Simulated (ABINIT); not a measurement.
## Quasiparticle gap of TiO2 (Rutile) in ABINIT

Wanted: ground state, empty states, screening and self-energy for TiO2 (Rutile).

Main program and level: ABINIT 10.8.3; LDA and many-body steps on it, plane waves.

**Experimental background.**

- Gap 3.03 eV: direct gap, E perpendicular to c; optical experiment; 1.6 K; bulk crystal (literature value) (quoted in “Shallow Valence Band of Rutile GeO2 and P-type Doping”, 2020, arxiv:2011.08928).

- Gap 3.09 ± 0.06 eV: optical gap from Tauc plot assuming indirect allowed transition; UV/vis diffuse reflectance, Kubelka-Munk and Tauc analysis; film (30 nm ALD shell on quartz particles, grown at 200 C, annealed in air at 500 C; rutile-rich with some anatase) on SiO2 (quartz particles) (“Defect-Mediated Crystallization of the Particulate TiO2 Photocatalyst Grown by Atomic Layer Deposition”, 2024, pmc:11726664).

- Gap 3.28 eV: optical bandgap after anatase to rutile transformation; spectroscopic ellipsometry; film (polycrystalline sol-gel film on Si(100), annealed at high temperature below 800 °C) (“Photocatalytic Performance of Sol-Gel Prepared TiO2 Thin Films Annealed at Various Temperatures”, 2023, pmc:10419699).

- Gap 3.05 eV: band gap; bulk crystal (literature experimental value) (quoted in “Hydrogen related defects in titanium dioxide at the interface to palladium”, 2021, arxiv:2112.05953).

Report form: the programs' logs are mostly left out.

## 1. The structure

The structure is tetragonal, space group P4_2/mnm (No. 136). Conventional cell: a = 4.592 Å, b = 4.592 Å, c = 2.957 Å, α = 90.00°, β = 90.00°, γ = 90.00°. Nearest to Ti lie 6 O at 1.95 to 1.98 Å. O has 3 Ti at 1.95 to 1.98 Å nearest. Farther neighbours and most contacts between anions are not listed.

Structure file:

```cif
data_structure
_symmetry_space_group_name_H-M 'P4_2/mnm'
_symmetry_Int_Tables_number 136
_cell_length_a 4.5922
_cell_length_b 4.5922
_cell_length_c 2.9574
_cell_angle_alpha 90.000
_cell_angle_beta 90.000
_cell_angle_gamma 90.000
_cell_volume 62.37
loop_
_atom_site_label
_atom_site_type_symbol
_atom_site_symmetry_multiplicity
_atom_site_Wyckoff_symbol
_atom_site_fract_x
_atom_site_fract_y
_atom_site_fract_z
_atom_site_occupancy
Ti1 Ti 2 a 0.00000 0.00000 0.00000 1
O1 O 4 f 0.30496 0.30496 0.00000 1
```

The cell and positions come from the Crystallography Open Database and are kept as given unless a step says otherwise.

## 2. Ground state

This step: ABINIT 10.8.3; DFT, LDA, plane waves, norm-conserving pseudopotentials.

The ground-state density comes first.

run.abi

```
acell 3*1.0 Angstrom
rprim 
  4.592200000000 0.000000000000 0.000000000000
  0.000000000000 4.592200000000 0.000000000000
  0.000000000000 0.000000000000 2.957400000000
ntypat 2
znucl 22 8
natom 6
typat 1 1 2 2 2 2
xred 
  0.000000000000 0.000000000000 0.000000000000
  0.500000000000 0.500000000000 0.500000000000
  0.304960000000 0.304960000000 0.000000000000
  0.195040000000 0.804960000000 0.500000000000
  0.695040000000 0.695040000000 0.000000000000
  0.804960000000 0.195040000000 0.500000000000
pp_dirpath "pseudos"
pseudos "Ti.upf, O.upf"
ecut 38
ngkpt 4 4 8
nshiftk 1
shiftk 0 0 0
kptopt 1
chksymbreak 0
nband 31
occopt 1
tolvrs 1e-10
nstep 60
prtwf 0
indata_prefix "in"
outdata_prefix "out"
tmpdata_prefix "tmp"
```

Launch:

```console
$ OMP_NUM_THREADS=1 mpirun -n 4 abinit run.abi > log
```

Elapsed: 60 s, on 4 MPI ranks of Arm Neoverse V2, shared host; peak memory 0.36 GiB.

Numbers from this step:

```yaml
total_energy: -5036.7261 eV
gap: 1.836 eV
k_of_the_valence_top: 0, 0, 0
k_of_the_conduction_bottom: 0, 0, 0
least_direct_gap: 1.836 eV
pressure: -8.807 GPa
```

The gap is direct, at Γ.

The cutoff was set for levels, not for stress, so the pressure can be off by some GPa.

## 3. Bands along the symmetry lines

The cheap functional maps the bands first; the places of the edges decide which points the dearer methods must see.

run.abi

```
acell 3*1.0 Angstrom
rprim 
  4.592200000000 0.000000000000 0.000000000000
  0.000000000000 4.592200000000 0.000000000000
  0.000000000000 0.000000000000 2.957400000000
ntypat 2
znucl 22 8
natom 6
typat 1 1 2 2 2 2
xred 
  0.000000000000 0.000000000000 0.000000000000
  0.500000000000 0.500000000000 0.500000000000
  0.304960000000 0.304960000000 0.000000000000
  0.195040000000 0.804960000000 0.500000000000
  0.695040000000 0.695040000000 0.000000000000
  0.804960000000 0.195040000000 0.500000000000
pp_dirpath "pseudos"
pseudos "Ti.upf, O.upf"
ecut 38
iscf -2
irdden 1
kptopt 0
nkpt 75
kpt 
  0.00000000 0.00000000 0.00000000
  0.00000000 0.06250000 0.00000000
  0.00000000 0.12500000 0.00000000
  0.00000000 0.18750000 0.00000000
  0.00000000 0.25000000 0.00000000
  0.00000000 0.31250000 0.00000000
  0.00000000 0.37500000 0.00000000
  0.00000000 0.43750000 0.00000000
  0.00000000 0.50000000 0.00000000
  0.06250000 0.50000000 0.00000000
  0.12500000 0.50000000 0.00000000
  0.18750000 0.50000000 0.00000000
  0.25000000 0.50000000 0.00000000
  0.31250000 0.50000000 0.00000000
  0.37500000 0.50000000 0.00000000
  0.43750000 0.50000000 0.00000000
  0.50000000 0.50000000 0.00000000
  0.43750000 0.43750000 0.00000000
  0.37500000 0.37500000 0.00000000
  0.31250000 0.31250000 0.00000000
  0.25000000 0.25000000 0.00000000
  0.18750000 0.18750000 0.00000000
  0.12500000 0.12500000 0.00000000
  0.06250000 0.06250000 0.00000000
  0.00000000 0.00000000 0.00000000
  0.00000000 0.00000000 0.06250000
  0.00000000 0.00000000 0.12500000
  0.00000000 0.00000000 0.18750000
  0.00000000 0.00000000 0.25000000
  0.00000000 0.00000000 0.31250000
  0.00000000 0.00000000 0.37500000
  0.00000000 0.00000000 0.43750000
  0.00000000 0.00000000 0.50000000
  0.00000000 0.06250000 0.50000000
  0.00000000 0.12500000 0.50000000
  0.00000000 0.18750000 0.50000000
  0.00000000 0.25000000 0.50000000
  0.00000000 0.31250000 0.50000000
  0.00000000 0.37500000 0.50000000
  0.00000000 0.43750000 0.50000000
  0.00000000 0.50000000 0.50000000
  0.06250000 0.50000000 0.50000000
  0.12500000 0.50000000 0.50000000
  0.18750000 0.50000000 0.50000000
  0.25000000 0.50000000 0.50000000
  0.31250000 0.50000000 0.50000000
  0.37500000 0.50000000 0.50000000
  0.43750000 0.50000000 0.50000000
  0.50000000 0.50000000 0.50000000
  0.43750000 0.43750000 0.50000000
  0.37500000 0.37500000 0.50000000
  0.31250000 0.31250000 0.50000000
  0.25000000 0.25000000 0.50000000
  0.18750000 0.18750000 0.50000000
  0.12500000 0.12500000 0.50000000
  0.06250000 0.06250000 0.50000000
  0.00000000 0.00000000 0.50000000
  0.00000000 0.50000000 0.00000000
  0.00000000 0.50000000 0.06250000
  0.00000000 0.50000000 0.12500000
  0.00000000 0.50000000 0.18750000
  0.00000000 0.50000000 0.25000000
  0.00000000 0.50000000 0.31250000
  0.00000000 0.50000000 0.37500000
  0.00000000 0.50000000 0.43750000
  0.00000000 0.50000000 0.50000000
  0.50000000 0.50000000 0.00000000
  0.50000000 0.50000000 0.06250000
  0.50000000 0.50000000 0.12500000
  0.50000000 0.50000000 0.18750000
  0.50000000 0.50000000 0.25000000
  0.50000000 0.50000000 0.31250000
  0.50000000 0.50000000 0.37500000
  0.50000000 0.50000000 0.43750000
  0.50000000 0.50000000 0.50000000
istwfk *1
nband 31
nbdbuf 2
tolwfr 1e-08
nstep 40
prtwf 0
prtvol 0
indata_prefix "in"
outdata_prefix "out"
tmpdata_prefix "tmp"
```

Elapsed: 76 s, on 4 MPI ranks; peak memory 0.42 GiB.

This step gave:

| Item | Value |
| --- | --- |
| gap | 1.836 eV |
| k of the valence top | 0, 0, 0 |
| k of the conduction bottom | 0, 0, 0 |
| least direct gap | 1.836 eV |

The gap is 1.836 eV, as in the run before at this level.

Electronic bands along the path, in eV, zero at the top of the highest filled band:

```tsv
point	band 21	band 22	band 23	band 24	band 25	band 26	band 27	band 28
Γ	-0.71	-0.46	-0.46	0.00	1.84	2.12	2.39	2.48
halfway	-1.46	-1.08	-0.83	-0.24	2.14	2.45	2.71	2.78
X	-1.66	-1.66	-0.75	-0.75	2.51	2.51	3.01	3.01
halfway	-1.49	-1.49	-1.11	-1.11	2.24	2.24	2.75	2.75
M	-1.32	-1.32	-1.08	-1.08	1.88	1.88	2.51	2.51
halfway	-1.76	-1.15	-1.14	-0.41	1.91	2.49	2.55	3.02
Γ	-0.71	-0.46	-0.46	0.00	1.84	2.12	2.39	2.48
halfway	-1.80	-1.51	-1.51	-0.48	2.20	2.53	2.82	3.13
Z	-2.43	-2.43	-1.44	-1.44	2.97	2.97	3.16	3.16
halfway	-1.82	-1.82	-1.64	-1.64	2.43	2.43	3.17	3.17
R	-2.08	-2.08	-1.05	-1.05	1.86	1.86	3.19	3.19
halfway	-1.55	-1.55	-0.89	-0.89	2.13	2.13	3.20	3.20
A	-1.30	-1.30	-0.68	-0.68	2.57	2.57	3.20	3.20
halfway	-1.88	-1.59	-1.40	-1.22	2.07	2.76	3.17	3.18
Z	-2.43	-2.43	-1.44	-1.44	2.97	2.97	3.16	3.16
jump to X	-1.66	-1.66	-0.75	-0.75	2.51	2.51	3.01	3.01
halfway	-2.00	-2.00	-0.86	-0.86	2.54	2.54	3.18	3.18
R	-2.08	-2.08	-1.05	-1.05	1.86	1.86	3.19	3.19
jump to M	-1.32	-1.32	-1.08	-1.08	1.88	1.88	2.51	2.51
halfway	-1.82	-1.82	-1.37	-1.37	2.67	2.67	2.86	2.86
A	-1.30	-1.30	-0.68	-0.68	2.57	2.57	3.20	3.20
```

## 4. Empty states on the mesh, 4×4×4 mesh, 106 bands

The sums over transitions need many empty states on a uniform mesh; this step solves for them.

run.abi

```
acell 3*1.0 Angstrom
rprim 
  4.592200000000 0.000000000000 0.000000000000
  0.000000000000 4.592200000000 0.000000000000
  0.000000000000 0.000000000000 2.957400000000
ntypat 2
znucl 22 8
natom 6
typat 1 1 2 2 2 2
xred 
  0.000000000000 0.000000000000 0.000000000000
  0.500000000000 0.500000000000 0.500000000000
  0.304960000000 0.304960000000 0.000000000000
  0.195040000000 0.804960000000 0.500000000000
  0.695040000000 0.695040000000 0.000000000000
  0.804960000000 0.195040000000 0.500000000000
pp_dirpath "pseudos"
pseudos "Ti.upf, O.upf"
ecut 38
ngkpt 4 4 4
nshiftk 1
shiftk 0 0 0
kptopt 1
chksymbreak 0
iscf -2
irdden 1
istwfk *1
nband 106
nbdbuf 8
tolwfr 1e-09
nstep 60
prtvol 0
indata_prefix "in"
outdata_prefix "out"
tmpdata_prefix "tmp"
```

Wall time 60 s (4 MPI ranks); peak memory 0.41 GiB.

This step gave:

| Property | Result |
| --- | --- |
| gap | 1.836 eV |
| k of the valence top | 0, 0, 0 |
| k of the conduction bottom | 0, 0, 0 |
| least direct gap | 1.836 eV |
| k points computed | 18 |
| lowest point of the top converged band, above the valence top | 52.7384 eV |

On this mesh the gap is 1.836 eV.

## 5. Screening, 4×4×4 mesh, 98 bands, screening to 130.6 eV

The RPA dielectric matrix is built and inverted for each q.

This step: RPA screening on LDA, plane waves, norm-conserving pseudopotentials.

Changes to run.abi since step 4:

```diff
@@ -24,10 +24,11 @@
 chksymbreak 0
-iscf -2
-irdden 1
 istwfk *1
-nband 106
-nbdbuf 8
-tolwfr 1e-09
-nstep 60
-prtvol 0
+occopt 1
+irdwfk 1
+optdriver 3
+nband 98
+ecuteps 4.8
+inclvkb 2
+awtr 1
+symchi 1
 indata_prefix "in"
```

It took 2.6 min on 4 MPI ranks; peak memory 2.1 GiB; 11 min of CPU time.

This step gave:

```yaml
eps_infinity_with_local_fields_on_this_mesh_along_the_program_s_q_direction: 8.926
the_same_without_local_fields: 9.331
plasma_frequency: 32.58 eV
plane_waves_in_the_screening_matrix: 201
```

Local fields lower ε∞ by 4 %. On a Γ-centred mesh this coarse the value itself is usually too large, while a short band sum pulls it down.

## 6. Self-energy, 4×4×4 mesh, 98 bands, screening to 130.6 eV

The self-energy is evaluated for the states that the input lists, and the levels follow from it, in one-shot runs by the linearised quasiparticle equation.

This step: G0W0 on LDA, plane waves, norm-conserving pseudopotentials.

Changes to run.abi since step 5:

```diff
@@ -27,8 +27,15 @@
 irdwfk 1
-optdriver 3
+optdriver 4
 nband 98
+gwcalctyp 0
+ecutsigx 38
+symsigma 1
+nkptgw 1
+kptgw 
+  0.0000000000 0.0000000000 0.0000000000
+bdgw 
+  22 26
 ecuteps 4.8
-inclvkb 2
-awtr 1
-symchi 1
+irdscr 1
+ppmodel 1
 indata_prefix "in"
```

Run time: 6.7 s. Hardware: 4 MPI ranks; peak memory 1.4 GiB; 26 s of CPU time.

Numbers from this step:

| Quantity | Value |
| --- | --- |
| G0W0 gap on the points computed | 3.439 eV |
| starting gap on the mesh | 1.836 eV |
| k of the valence top | 0, 0, 0 |
| k of the conduction bottom | 0, 0, 0 |
| Z at the valence top | 0.764 |
| Z at the conduction bottom | 0.78 |
| least direct G0W0 gap on the computed points | 3.439 eV |

The gap on the mesh goes from 1.84 eV to 3.44 eV, a correction of +1.60 eV.

Limits: finite bands, cutoff and mesh; coarse k mesh. v1 is the top filled band, c1 the lowest empty one. Levels before and after the correction, in eV, zero at the valence-band top of each column:

```tsv
	conduction bottom	valence top
Kohn-Sham	1.84	0.00
G0W0	3.44	0.00
```

```tsv
	level	energy (eV)
Kohn-Sham	Γ v3-v2	-0.458
Kohn-Sham	Γ v1	0.000
Kohn-Sham	Γ c1	1.836
Kohn-Sham	Γ c2	2.119
G0W0	Γ v3-v2	-0.491
G0W0	Γ v1	0.000
G0W0	Γ c1	3.439
G0W0	Γ c2	3.644
```

## 7. Where the time went

Times are wall times on 4 MPI ranks of Arm Neoverse V2, shared host, good to a factor of about two.

```tsv
step	time	share	memory (GiB)
ground state	60 s	17 %	0.36
bands along the symmetry lines	76 s	21 %	0.42
empty states on the mesh	60 s	17 %	0.41
screening	2.6 min	44 %	2.1
self-energy	6.7 s	2 %	1.4
```

## 8. What came out

```yaml
lda_gap: 1.84 eV, direct
g0w0_gap_on_the_mesh: 3.44 eV
gw_settings: 4×4×4 mesh, 98 bands, screening to 130.6 eV, Godby-Needs plasmon pole
known_limits: not at the basis limit; coarse k mesh
```

**Reading.** G0W0 moves the gap on the mesh from 1.84 eV to 3.44 eV (+1.60 eV), with Z of 0.76 and 0.78 at the edges. Local fields lower the RPA ε∞ on this mesh from 9.33 to 8.93; a Γ-centred mesh this coarse tends to raise both, most where the direct gap is narrow, while a short band sum lowers them. Only 1 of the mesh's irreducible points was corrected, so a valley elsewhere could overtake. The dearest step here is «screening». Against experiment, by G0W0@LDA: the direct gap of 3.44 eV lies +0.41 eV from the measured 3.03 eV (direct, 1.6 K, quoted 2020); the gap of 3.44 eV lies +0.35 eV from the measured 3.09 ± 0.06 eV (indirect, on SiO2 (quartz particles), 2024); the gap of 3.44 eV lies +0.16 eV from the measured 3.28 eV (optical, 2023); the gap of 3.44 eV lies +0.39 eV from the measured 3.05 eV (kind not stated, quoted 2021). An exciton line or allowed optical edge lies below the quasiparticle gap by the binding energy; a forbidden edge can push the onset above it. The calculation has static nuclei and no excitons; a measured gap holds zero-point and thermal motion, which mostly lowers it. Bands and cutoff are finite, so the gap is not at the basis limit. The miss can reach some tenths of an eV and take either sign; the mesh is an error of its own. In the G0W0 run levels were corrected at 1 k point alone, so a gap called «on the mesh» is the least over those, and an edge elsewhere would be missed. The 4×4×4 mesh is coarse for this cell, which bears on the long-range parts of exchange and screening.

[Paths, hosts, dates, memory and timing lines, banners, echoed tables and standing remarks are left out of the program output.]

[Logs are printed without paths, hosts, clocks, repeated set-up lines and the standing remarks that a program may print on its own settings, such as how far it seeks lower states.]

[Runs of the session that timed out or met a known fault of the program may be left out.]

[Hosts, paths, dates, database ids (printed as entryN), source tags and the programs' standing remarks are cut or masked in the printed files.]

[G0W0 gaps are taken among the corrected bands and points alone; a level outside them can change the order at an edge.]

[Where Ansatz stands beside ABINIT at settings called matched, ABINIT's density can come from a denser mesh and the files from another edition; pairs whose starting gaps differed by over 0.03 eV were left out, so agreement reads better than it is.]
